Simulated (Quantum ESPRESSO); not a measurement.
# LiF (Griceite): phonons by linear response, part 3 of 3

Wanted: phonon bands, density of states and zone-centre response of LiF (Griceite).

Quantum ESPRESSO 7.5; DFT LDA, scalar-relativistic, plane waves, PseudoDojo norm-conserving pseudopotentials.

So far, highest frequency (cm⁻¹): step 7 (interpolated phonon bands) 672. The relaxed cell has a = 3.905 Å (conventional setting).

## 10. Sum rules set otherwise (asr no)

Without the rule the raw error of the acoustic modes shows.

Input file dynmat.in:

```
&input
   fildyn = 'x.dyn1'
   asr = 'no'
   fileig = 'dynmat.eig'
   lperm = .true.
/
```

The run is started by

```
> dynmat.x -in dynmat.in > dynmat.out
```

The log of the run:

```text
[banner, memory and clock lines left out]
Program DYNMAT v.7.5

     Reading Dynamical Matrix from file x.dyn1
     ...Force constants read
     ...epsilon and Z* read
     A direction for q was not specified:TO-LO splitting will be absent

     Polarizability (A^3 units)
     multiply by 0.729305 for Clausius-Mossotti correction
         1.319083    0.000000   -0.000000
         0.000000    1.319083   -0.000000
        -0.000000    0.000000    1.319083

     IR activities are in (D/A)^2/amu units

# mode   [cm-1]    [THz]      IR
    1      3.32    0.0994    0.0000
    2      3.32    0.0994    0.0000
    3      3.32    0.0994    0.0000
    4    342.86   10.2786    4.9253
    5    342.86   10.2786    4.9253
    6    342.86   10.2786    4.9253

Electronic dielectric permittivity tensor (relative, adimensional)
         2.113504    0.000000   -0.000000
         0.000000    2.113504   -0.000000
        -0.000000    0.000000    2.113504

 ... with zone-center polar mode contributions
         8.116495   -0.000000    0.000000
        -0.000000    8.116495    0.000000
         0.000000    0.000000    8.116495
```

Run time: 0.45 s. Hardware: 1 thread of Arm Neoverse V1, shared host.

This step gave:

| Property | Result |
| --- | --- |
| mean static dielectric constant | 8.117 |

Zone-centre frequencies as printed; negative means imaginary. Modes:

```csv
mode,frequency (cm⁻¹)
1,3.32
2,3.32
3,3.32
4,342.9
5,342.9
6,342.9
```

Against the first rule no mode moves by more than 3.4 cm⁻¹.

## 11. Sum rules set otherwise (asr crystal)

The rule can be imposed in more than one way; the choices should agree where the raw error is small.

Input file dynmat.in:

```
&input
   fildyn = 'x.dyn1'
   asr = 'crystal'
   fileig = 'dynmat.eig'
   lperm = .true.
/
```

The run is started by

```
> dynmat.x -in dynmat.in > dynmat.out
```

The log of the run:

```text
[banner, memory and clock lines left out]
Program DYNMAT v.7.5

     Reading Dynamical Matrix from file x.dyn1
     ...Force constants read
     ...epsilon and Z* read
     Acoustic Sum Rule: || Z*(ASR) - Z*(orig)|| =    4.593808E-04
     Acoustic Sum Rule: ||dyn(ASR) - dyn(orig)||=    3.475873E-05
     A direction for q was not specified:TO-LO splitting will be absent

     Polarizability (A^3 units)
     multiply by 0.729305 for Clausius-Mossotti correction
         1.319083    0.000000   -0.000000
         0.000000    1.319083   -0.000000
        -0.000000    0.000000    1.319083

     IR activities are in (D/A)^2/amu units

# mode   [cm-1]    [THz]      IR
    1     -0.00   -0.0000    0.0000
    2     -0.00   -0.0000    0.0000
    3     -0.00   -0.0000    0.0000
    4    342.88   10.2791    4.9245
    5    342.88   10.2791    4.9245
    6    342.88   10.2791    4.9245

Electronic dielectric permittivity tensor (relative, adimensional)
         2.113504    0.000000   -0.000000
         0.000000    2.113504   -0.000000
        -0.000000    0.000000    2.113504

 ... with zone-center polar mode contributions
         8.114908    0.000000    0.000000
         0.000000    8.114908    0.000000
         0.000000    0.000000    8.114908
```

It took 0.44 s on 1 thread.

Numbers from this step:

- mean static dielectric constant: 8.115

Zone-centre frequencies as printed; negative means imaginary. Modes:

```csv
mode,frequency (cm⁻¹)
1,0
2,0
3,0
4,342.9
5,342.9
6,342.9
```

Against the first rule no mode moves by more than 0.1 cm⁻¹.

## 12. The LO-TO splitting (1 0 0)

A longitudinal polar mode sets up a macroscopic field that stiffens it; the term hangs on the direction from which q goes to zero.

Input file dynmat.in:

```
&input
   fildyn = 'x.dyn1'
   asr = 'simple'
   fileig = 'dynmat.eig'
   q(1) = 1.0
   q(2) = 0.0
   q(3) = 0.0
/
```

The run is started by

```
> dynmat.x -in dynmat.in > dynmat.out
```

The log of the run:

```text
[banner, memory and clock lines left out]
Program DYNMAT v.7.5

     Reading Dynamical Matrix from file x.dyn1
     ...Force constants read
     ...epsilon and Z* read

     Polarizability (A^3 units)
     multiply by 0.729305 for Clausius-Mossotti correction
         1.319083    0.000000   -0.000000
         0.000000    1.319083   -0.000000
        -0.000000    0.000000    1.319083

     IR activities are in (D/A)^2/amu units

# mode   [cm-1]    [THz]      IR
    1     -0.00   -0.0000    0.0000
    2      0.00    0.0000    0.0000
    3      0.00    0.0000    0.0000
    4    342.86   10.2785    4.9245
    5    342.86   10.2785    4.9245
    6    671.85   20.1414    4.9245
```

The job ended after 0.44 s (1 thread).

Numbers from this step:

| Property | Result |
| --- | --- |
| highest mode moved by the LO-TO term | 671.9 cm⁻¹ |

Zone-centre frequencies as printed; negative means imaginary. Modes:

```csv
mode,frequency (cm⁻¹)
1,0
2,0
3,0
4,342.9
5,342.9
6,671.9
```

The field moves one mode, from 343 to 672 cm⁻¹; the others stay.

## 13. The dispersion under another sum rule (asr no)

The sum rule corrects the force constants themselves, so it can shift branches at any wavevector, low ones most.

Input file matdyn.in:

```
&input
   asr = 'no'
   flfrc = 'x.fc'
   flfrq = 'x.freq'
   flvec = 'x.modes'
   q_in_band_form = .true.
   q_in_cryst_coord = .true.
/
8
  0.0000000   0.0000000   0.0000000   8  ! GAMMA
 -0.0000000   0.5000000   0.5000000   8  ! X
 -0.0000000   0.6250000   0.3750000   1  ! U
 -0.3750000   0.3750000  -0.0000000   8  ! K
  0.0000000   0.0000000   0.0000000   8  ! GAMMA
 -0.0000000   0.5000000  -0.0000000   8  ! L
 -0.2500000   0.5000000   0.2500000   8  ! W
 -0.0000000   0.5000000   0.5000000   1  ! X
```

The run is started by

```
> matdyn.x -in matdyn.in > matdyn.out
```

The log of the run:

```text
[banner, memory and clock lines left out]
Program MATDYN v.7.5

 mass for atomic type   1 not given; uses mass from file x.fc
 mass for atomic type   2 not given; uses mass from file x.fc
```

Elapsed: 0.47 s, on 1 thread.

Numbers from this step:

```yaml
lowest_frequency_on_the_path: 3.317 cm⁻¹
```

Matdyn.x, sum rule no. Phonon branches along the path, in cm⁻¹:

```csv
point,branch 1,branch 2,branch 3,branch 4,branch 5,branch 6
Γ,3,3,3,343,343,672
halfway,183,183,280,361,361,581
X,253,253,377,380,380,485
halfway,254,278,372,374,398,477
U,254,326,356,359,446,453
jump to K,254,326,356,359,446,453
halfway,185,216,292,320,375,617
Γ,3,3,3,343,343,672
halfway,155,155,269,336,336,655
L,232,232,320,320,399,628
halfway,252,288,342,376,378,546
W,290,334,334,399,428,428
halfway,272,282,366,390,393,469
X,253,253,377,380,380,485
```

The phonon branches as a text plot (rows in cm⁻¹):

```
    658 |****                      ************
    630 |    *                  ***            *****
    602 |                                           *
    574 |     **              **                     *
    546 |       **          **                        *
    519 |         *                                    *
    491 |          ****    *                                   **
    463 |              ****                             *   ***
    435 |                ***                             ***
    407 |              **   **                   ***   ** ****
    379 |         *******     ***               *   *** **   ****
    351 |**********      *****   ***********   *    ****** **
    324 |       **       ************       **********  ****
    296 |               *   **  *                     ** *****
    268 |     **      ** **   **            *        * **    ****
    240 |         *******  ***   **              ******
    212 |    *  **            ***          *   **
    184 |     **                *            **
    156 |  ***                   ****    ** *
    129 |                                  *
    101 |  **                      ***
     73 | *                             ***
     45 | *                          *  *
     17 |*                            **
         Γ           X  U|K            Γ         L        W     X
```

At the labelled points the branches move by no more than 3.4 cm⁻¹.

## 14. A changed mass

Force constants don't depend on the masses, so an isotope effect costs no new response.

Input file matdyn.in:

```
&input
   asr = 'simple'
   flfrc = 'x.fc'
   flfrq = 'x.freq'
   flvec = 'x.modes'
   q_in_band_form = .true.
   q_in_cryst_coord = .true.
   amass(1) = 13.88
   amass(2) = 18.998
/
8
  0.0000000   0.0000000   0.0000000   8  ! GAMMA
 -0.0000000   0.5000000   0.5000000   8  ! X
 -0.0000000   0.6250000   0.3750000   1  ! U
 -0.3750000   0.3750000  -0.0000000   8  ! K
  0.0000000   0.0000000   0.0000000   8  ! GAMMA
 -0.0000000   0.5000000  -0.0000000   8  ! L
 -0.2500000   0.5000000   0.2500000   8  ! W
 -0.0000000   0.5000000   0.5000000   1  ! X
```

The run is started by

```
> matdyn.x -in matdyn.in > matdyn.out
```

The log of the run:

```text
[banner, memory and clock lines left out]
Program MATDYN v.7.5
```

Wall time 0.47 s (1 thread).

Read from the output:

- lowest frequency on the path: 0 cm⁻¹

Matdyn.x, sum rule simple. The phonon branches at the labelled points (cm⁻¹):

```csv
point,branch 1,branch 2,branch 3,branch 4,branch 5,branch 6
Γ,0,0,0,273,273,535
halfway,163,163,250,288,288,461
X,223,223,304,304,336,385
halfway,225,250,298,314,332,377
U,230,281,310,320,331,356
jump to K,230,281,310,320,331,356
halfway,166,193,253,265,296,481
Γ,0,0,0,273,273,535
halfway,138,138,244,266,266,511
L,226,226,232,232,399,444
halfway,238,249,270,292,376,387
W,282,290,301,301,336,336
halfway,248,251,304,312,328,370
X,223,223,304,304,336,385
```

The phonon branches as a text plot (rows in cm⁻¹):

```
    524 |****                      *********
    501 |    *                   **         ***
    479 |                       *              *
    457 |     **              **                *
    435 |       **                               ****
    412 |         *         **                       *
    390 |          ****                          ******        **
    368 |              *** *                    *     **     **
    345 |            **   **                   *        *****   *
    323 |         ***  **** **                          ** *****
    301 |       ************  ***            **       ***********
    279 |*******         ** **   ***********         ********
    256 |     **       **  *  *******       ****    *****    *
    234 |            ***********            *   *******       ***
    212 |         ***            **             *
    189 |    *  **            ***          *   *
    167 |     **                *            **
    145 |  **                    ****       *
    123 |    *                   **      **
    100 |  **                      **      *
     78 | *                        ***   **
     56 | *                          *  *
     33 |                            *  *
     11 |*                            **
         Γ           X  U|K            Γ         L        W     X
```

The top of the path falls from 672 to 535 cm⁻¹, a ratio of 0.80; a mode of that atom alone would give 0.71.

## 15. Summary of results

```json
{
 "space group after relaxation": "Fm-3m",
 "volume per atom": "7.44 Å³",
 "gap on the k-mesh": "9.75 eV",
 "highest optical zone-centre mode (no LO-TO term)": "342.9 cm⁻¹",
 "highest mode moved by the LO-TO term": "671.9 cm⁻¹",
 "mean high-frequency dielectric constant": "2.11",
 "largest Born charge in size (third of the trace)": "1.04 e",
 "mean static dielectric constant": "8.12",
 "q mesh": "4×4×4",
 "lowest mode on the q mesh (acoustic ones at the zone centre apart)": "155.0 cm⁻¹",
 "zero-point energy per atom": "64.9 meV",
 "heat capacity at 300 K": "19.7 J/(mol atoms K)",
 "vibrational entropy at 300 K": "16.4 J/(mol atoms K)",
 "imaginary modes on the q mesh": "none"
}
```

What this shows: LiF (Griceite) is dynamically stable on the 4×4×4 mesh; its spectrum reaches 672 cm⁻¹. At the LDA level the optical modes of LiF (Griceite) at the zone centre (no LO-TO term) lie at 343 cm⁻¹. Along the directions run, the highest mode that the macroscopic field moves lies at 672 cm⁻¹. Lattice motion raises the mean dielectric constant from 2.114 to 8.116. The Born charge of Li is 1.042 e against a formal charge of +1, close to the ionic value. The Lyddane-Sachs-Teller relation holds: (ωLO/ωTO)² is 3.84 and ε₀/ε∞ is 3.84. These are harmonic frequencies at zero temperature: anharmonic shifts and linewidths and thermal expansion are left out.

[Host names and launcher messages were left out of these logs when they were recorded.]

[Logs are printed without paths, hosts, clocks, repeated set-up lines and the standing remarks that a program may print on its own settings, such as how far it seeks lower states.]

[Hosts, paths, dates, database ids (printed as entryN), source tags and the programs' standing remarks are cut or masked in the printed files.]
